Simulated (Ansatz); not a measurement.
## ZnS (F-43m): converging a phonon calculation

Wanted: convergence of the phonons of ZnS (F-43m) against cost.

Method: DFT PBE, scalar-relativistic, plane waves, PAW, in Ansatz 0.2.0.

Most raw output is cut from this account.

The database entry behind the starting cell differs from later determinations by our own check (about 0.1 % short), so it need not match the best structure at ambient conditions.

### Step 1. The starting structure

The structure is cubic, space group F-43m (No. 216). The conventional cell has a = 5.443 Å, b = 5.443 Å, c = 5.443 Å, α = 90.00°, β = 90.00°, γ = 90.00°. Nearest to Zn lie 4 S at 2.36 Å. Nearest to S lie 4 Zn at 2.36 Å. Farther neighbours and most contacts between anions are not listed.

### Step 2. Relaxing to small forces for the phonons

Phonons need a cell at rest on their own settings, so the relaxation is repeated with tight tolerances on forces and stress, using the mesh and the filling of the phonon run that follows.

input.yaml

```yaml
crystal:
  lattice:
    - [0.0, 2.7214810285, 2.7214810285]
    - [2.7214810285, 0.0, 2.7214810285]
    - [2.7214810285, 2.7214810285, 0.0]
  atoms:
    - { symbol: Zn, position: [0.25, 0.25, 0.25] }
    - { symbol: S, position: [0.0, 0.0, 0.0] }
kpoints:
  mp_grid: { grid: [12, 12, 12] }
hamiltonian:
  xc: pbe
scf:
  occupations: { method: fixed }
output:
  forces: true
  stress: true
  eigenvalues: true
relax:
  adjacent_minimum: "off"
  f_tol: 0.001
  max_steps: 60
  cell: { stress_tol: 0.01 }
```

Command:

```
$ ansatz run input.yaml --threads 4 --pin off --max-ram 7168MiB --backend cpu --events-out ev --progress --plain --runs-dir out
```

Elapsed: 4.9 s, on 4 threads of Arm Neoverse V2, shared host; peak memory 0.36 GiB; 17 s of CPU time.

Little changed from the start: no atom moved by 0.005 Å and no cell edge by 0.1 %.

This step gave:

```
pressure           : -1.47e-4 GPa
gap on the k-mesh  : 2.015 eV
volume per atom    : 20.16 Å³
direct gap on mesh : 2.015 eV
```

The forces vanish by symmetry and the pressure is 0.000 GPa, within the tolerances set. The cell now holds 20.16 Å³/atom.

### Step 3. Response at finite wavevector

Stability and thermal properties need the whole zone. Linear response on a 4×4×4 q mesh gives force constants as far as a supercell of that size would, and the tensors from the zone-centre run are typed in so that the long-range dipole term is interpolated apart.

input.yaml

```yaml
crystal:
  lattice:
    - [0.0, 2.7217991408, 2.7217991408]
    - [2.7217991408, 0.0, 2.7217991408]
    - [2.7217991408, 2.7217991408, 0.0]
  atoms:
    - { symbol: Zn, position: [0.25, 0.25, 0.25] }
    - { symbol: S, position: [0.0, 0.0, 0.0] }
kpoints:
  mp_grid: { grid: [12, 12, 12] }
hamiltonian:
  xc: pbe
scf:
  occupations: { method: fixed }
output:
  eigenvalues: true
phonons:
  method: dfpt
  qmesh: [4, 4, 4]
  temperatures: { t_max: 1000, t_step: 50 }
  qpath:
    path:
      - [[0.0, 0.0, 0.0], [-0.5, -0.5, 0.0], [-0.375, -0.375, 0.25]]
      - [[-0.375, 0.0, 0.375], [0.0, 0.0, 0.0], [0.0, 0.0, 0.5], [-0.5, -0.25, 0.25], [-0.5, -0.5, 0.0]]
    npoints: 10
  non_analytic_term:
    high_frequency_dielectric_tensor: [[5.9479, 0.0, 0.0], [0.0, 5.9479, 0.0], [0.0, 0.0, 5.9479]]
    born_effective_charges:
      - { species: Zn, tensor: [[2.0236, 0.0, 0.0], [0.0, 2.0236, 0.0], [0.0, 0.0, 2.0236]] }
      - { species: S, tensor: [[-2.0236, 0.0, 0.0], [0.0, -2.0236, 0.0], [0.0, 0.0, -2.0236]] }
    source: "zone-centre run at this cell"
```

The job ended after 3.1 min (4 threads; peak memory 2.1 GiB).

This step gave:

| Quantity | Value |
| --- | --- |
| sum-rule residual before enforcement | 5.27e-5 eV/Å² |
| lowest frequency on the path | 0 cm⁻¹ |
| point group | -43m |
| highest frequency on the path or at a solved wavevector | 326.6 cm⁻¹ |
| mean frequency | 204 cm⁻¹ |
| Debye temperature (second moment) | 419 K |
| logarithmic mean frequency | 176.1 cm⁻¹ |
| highest optical mode at the zone centre (no LO-TO term) | 260.0 cm⁻¹ |
| lowest optical zone-centre mode | 260.0 cm⁻¹ |
| lowest mode on the q mesh (acoustic modes at Γ apart) | 56.18 cm⁻¹ |
| zero-point energy per atom | 37.94 meV |
| heat capacity at 300 K | 22.71 J/(mol atoms K) |
| vibrational entropy at 300 K | 30.32 J/(mol atoms K) |
| edges of the widest gap between branches, on path and mesh | 204.1, 260 cm⁻¹ |

Frequencies (cm⁻¹) solved at each irreducible wavevector; negative means imaginary. Frequencies by wavevector, by row:

```
q in reciprocal lattice units  star  mode 1  mode 2  mode 3  mode 4  mode 5  mode 6
                        0 0 0     1       0       0       0     260     260     260
                     0 0 0.25     8    56.2    56.2   135.5   267.2   267.2   322.9
                     0 0 -0.5     4    70.9    70.9   189.1   273.7   273.7   319.8
                  0 0.25 0.25     6    76.3    76.3   138.4   277.2   277.2   321.1
                  0 0.25 -0.5    24    85.1   105.4   179.5   283.8   290.4   318.1
                 0 0.25 -0.25    12    77.2   105.8   164.8   274.2   290.1   320.2
                  0 -0.5 -0.5     3    89.8    89.8   204.1   293.2   293.2   309.2
              0.25 -0.5 -0.25     6    99.3   115.6     184   287.4   296.8   318.7
```

Interpolated from a 4×4×4 q mesh, with the LO-TO term (at Γ the limit along the path; where Γ stands inside the path, tables give the limit on arrival). The phonon branches at the labelled points (cm⁻¹):

```
    point  branch 1  branch 2  branch 3  branch 4  branch 5  branch 6
        Γ         0         0         0       260       260       327
  halfway        76        76       138       277       277       321
        X        90        90       204       293       293       309
  halfway        89        98       200       292       293       313
        U        88       109       190       287       293       319
jump to K        88       109       190       287       293       319
  halfway        63        92       142       269       282       319
        Γ         0         0         0       260       260       327
  halfway        56        56       136       267       267       323
        L        71        71       189       274       274       320
  halfway        86       104       180       281       289       320
        W        99       116       184       287       297       319
  halfway        94       102       195       289       295       315
        X        90        90       204       293       293       309
```

Symmetry leaves 8 wavevectors to solve. The lowest mode among them, the acoustic zeros apart, lies at q = (0, 0, 0.25) and is real, 56.2 cm⁻¹.

### Step 4. Another q mesh, q mesh 2×2×2

The q mesh is changed to 2×2×2, to see how far the force constants must reach.

input.yaml, as its differences from that of step 3:

```diff
@@ -18,3 +18,3 @@
   method: dfpt
-  qmesh: [4, 4, 4]
+  qmesh: [2, 2, 2]
   temperatures: { t_max: 1000, t_step: 50 }
```

Wall time 29 s (4 threads); peak memory 0.85 GiB; 1.9 min of CPU time.

This step gave:

- mean frequency: 202.9 cm⁻¹
- Debye temperature (second moment): 416 K
- logarithmic mean frequency: 175.2 cm⁻¹
- lowest mode on the q mesh (acoustic modes at Γ apart): 70.86 cm⁻¹
- zero-point energy per atom: 37.74 meV
- heat capacity at 300 K: 22.74 J/(mol atoms K)
- vibrational entropy at 300 K: 30.43 J/(mol atoms K)

Frequencies (cm⁻¹) solved at each irreducible wavevector; negative means imaginary. Frequencies by wavevector, by row:

```
q in reciprocal lattice units  star  mode 1  mode 2  mode 3  mode 4  mode 5  mode 6
                        0 0 0     1       0       0       0     260     260     260
                     0 0 -0.5     4    70.9    70.9   189.1   273.7   273.7   319.8
                  0 -0.5 -0.5     3    89.8    89.8   204.1   293.2   293.2   309.2
```

Interpolated from a 2×2×2 q mesh, rough between the solved points, with the LO-TO term (at Γ the limit along the path; where Γ stands inside the path, tables give the limit on arrival). Phonon branches along the path, in cm⁻¹:

```
    point  branch 1  branch 2  branch 3  branch 4  branch 5  branch 6
        Γ         0         0         0       260       260       327
  halfway        68        68       141       275       275       319
        X        90        90       204       293       293       309
  halfway        89       103       198       292       294       308
        U        86       128       183       288       294       308
jump to K        86       128       183       288       294       308
  halfway        59        97       138       269       278       316
        Γ         0         0         0       260       260       327
  halfway        52        52       137       267       267       322
        L        71        71       189       274       274       320
  halfway        83       118       177       281       285       313
        W       102       132       175       289       296       306
  halfway        96       108       193       291       295       308
        X        90        90       204       293       293       309
```

The mean frequency is 202.9 cm⁻¹, -1.1 cm⁻¹ against the base run.

The highest branch reaches 327 cm⁻¹ on this path, at Γ. No branch goes imaginary on this path.

### Step 5. Another q mesh, q mesh 3×3×3

The q mesh is changed to 3×3×3, to see how far the force constants must reach.

input.yaml, as its differences from that of step 4:

```diff
@@ -18,3 +18,3 @@
   method: dfpt
-  qmesh: [2, 2, 2]
+  qmesh: [3, 3, 3]
   temperatures: { t_max: 1000, t_step: 50 }
```

It took 85 s on 4 threads; peak memory 1.3 GiB.

This step gave:

| Property | Result |
| --- | --- |
| mean frequency | 203.5 cm⁻¹ |
| Debye temperature (second moment) | 419 K |
| logarithmic mean frequency | 174.8 cm⁻¹ |
| lowest mode on the q mesh (acoustic modes at Γ apart) | 64.84 cm⁻¹ |
| zero-point energy per atom | 37.85 meV |
| heat capacity at 300 K | 22.72 J/(mol atoms K) |
| vibrational entropy at 300 K | 30.50 J/(mol atoms K) |
| edges of the widest gap between branches, on path and mesh | 203.6, 260 cm⁻¹ |

The mean frequency is 203.5 cm⁻¹, -0.5 cm⁻¹ against the base run.

### Step 6. Another k mesh, k-mesh 4×4×4, q mesh 2×2×2

The k mesh is changed to 4×4×4 on a small fixed q mesh, to find the coarsest that serves.

input.yaml, the sections that differ from step 5:

```yaml
kpoints:
  mp_grid: { grid: [4, 4, 4] }
phonons:
  method: dfpt
  dielectric: true
  rigid_motions: translations
  qmesh: [2, 2, 2]
  temperatures: { t_max: 1000, t_step: 50 }
  qpath:
    path:
      - [[0.0, 0.0, 0.0], [-0.5, -0.5, 0.0], [-0.375, -0.375, 0.25]]
      - [[-0.375, 0.0, 0.375], [0.0, 0.0, 0.0], [0.0, 0.0, 0.5], [-0.5, -0.25, 0.25], [-0.5, -0.5, 0.0]]
    npoints: 10
# crystal, hamiltonian, scf, output: as in step 5
```

Elapsed: 8.1 s, on 4 threads; peak memory 0.4 GiB; 27 s of CPU time.

The run finished; it serves as a test, and its numbers are not taken as the result.

### Step 7. Another k mesh, k-mesh 6×6×6, q mesh 2×2×2

The k mesh is changed to 6×6×6 on a small fixed q mesh, to find the coarsest that serves.

input.yaml, as its differences from that of step 6:

```diff
@@ -9,3 +9,3 @@
 kpoints:
-  mp_grid: { grid: [4, 4, 4] }
+  mp_grid: { grid: [6, 6, 6] }
 hamiltonian:
```

Run time: 14 s. Hardware: 4 threads; peak memory 0.47 GiB; 52 s of CPU time.

The run finished; it serves as a test, and its numbers are not taken as the result.

### Step 8. Another k mesh, k-mesh 8×8×8, q mesh 2×2×2

The k mesh is changed to 8×8×8 on a small fixed q mesh, to find the coarsest that serves.

input.yaml, as its differences from that of step 7:

```diff
@@ -9,3 +9,3 @@
 kpoints:
-  mp_grid: { grid: [6, 6, 6] }
+  mp_grid: { grid: [8, 8, 8] }
 hamiltonian:
```

Elapsed: 22 s, on 4 threads; peak memory 0.56 GiB; 80 s of CPU time.

The highest optical mode at the zone centre (no LO-TO term) is 260.0 cm⁻¹, +0.0 cm⁻¹ against the base run.

The log warns of the k mesh: “the force constants stand on the 8×8×8 k-mesh, whose period is 12.78 times the interband length at k = (0.0000, 0.0000, 0.0000), direct gap 2.015 eV, under 14: take them and everything formed from them as unconverged”.

### Step 9. Another k mesh, q mesh 2×2×2

The k mesh is changed to 12×12×12 on a small fixed q mesh, to find the coarsest that serves.

input.yaml, as its differences from that of step 8:

```diff
@@ -9,3 +9,3 @@
 kpoints:
-  mp_grid: { grid: [8, 8, 8] }
+  mp_grid: { grid: [12, 12, 12] }
 hamiltonian:
```

Wall time 56 s (4 threads); peak memory 1 GiB; 3.6 min of CPU time.

The highest optical mode at the zone centre (no LO-TO term) is 260.0 cm⁻¹, +0.0 cm⁻¹ against the base run.

### Step 10. Another k mesh, k-mesh 18×18×18, q mesh 2×2×2

The k mesh is changed to 18×18×18 on a small fixed q mesh, to find the coarsest that serves.

input.yaml, as its differences from that of step 9:

```diff
@@ -9,3 +9,3 @@
 kpoints:
-  mp_grid: { grid: [12, 12, 12] }
+  mp_grid: { grid: [18, 18, 18] }
 hamiltonian:
```

The job ended after 2.8 min (4 threads; peak memory 2.5 GiB).

The highest optical mode at the zone centre (no LO-TO term) is 260.0 cm⁻¹, +0.0 cm⁻¹ against the base run.

### Step 11. Comparing the runs

Times are for 4 threads of Arm Neoverse V2, shared host. The runs compared:

```
no.    k-mesh  lowest mode on the q mesh (acoustic modes at Γ apart) (cm⁻¹)  highest frequency on the path or at a solved wavevector (cm⁻¹)     time  memory (GiB)
  1     8×8×8                                                         70.84                                                           326.6     22 s          0.56
  2  12×12×12                                                         70.86                                                           326.6     56 s           1.0
  3  18×18×18                                                         70.86                                                           326.6  2.8 min           2.5
```

The runs together. The phonon density of states by wavenumber; read off at these points; values in 1/cm⁻¹/cell:

```
wavenumber (cm⁻¹)    8×8×8  12×12×12 = 18×18×18
                2   1.0e-5               1.0e-5
               18   5.5e-4               5.5e-4
               32  0.00234              0.00233
               48  0.00614              0.00614
               62   0.0152               0.0152
               78   0.0390               0.0390
               88   0.0460               0.0460
               98   0.0235               0.0235
              112   0.0171               0.0171
              128   0.0189               0.0189
              142  0.00452              0.00453
              158  0.00875              0.00875
              172   0.0363               0.0364
              178   0.0383               0.0383
              188   0.0111               0.0111
              202  0.00132              0.00131
              218        0                    0
              232        0                    0
              252        0                    0
              268   0.0298               0.0297
              282   0.0751               0.0751
              288   0.0900               0.0900
              298  0.00184              0.00191
              312   0.0725               0.0726
              328  0.00172              0.00172
```

(Part 1 of 2 ends here.)

[Logs are printed without paths, hosts, clocks, repeated set-up lines and the standing remarks that a program may print on its own settings, such as how far it seeks lower states.]

[Hosts, paths, dates, database ids (printed as entryN), source tags and the programs' standing remarks are cut or masked in the printed files.]
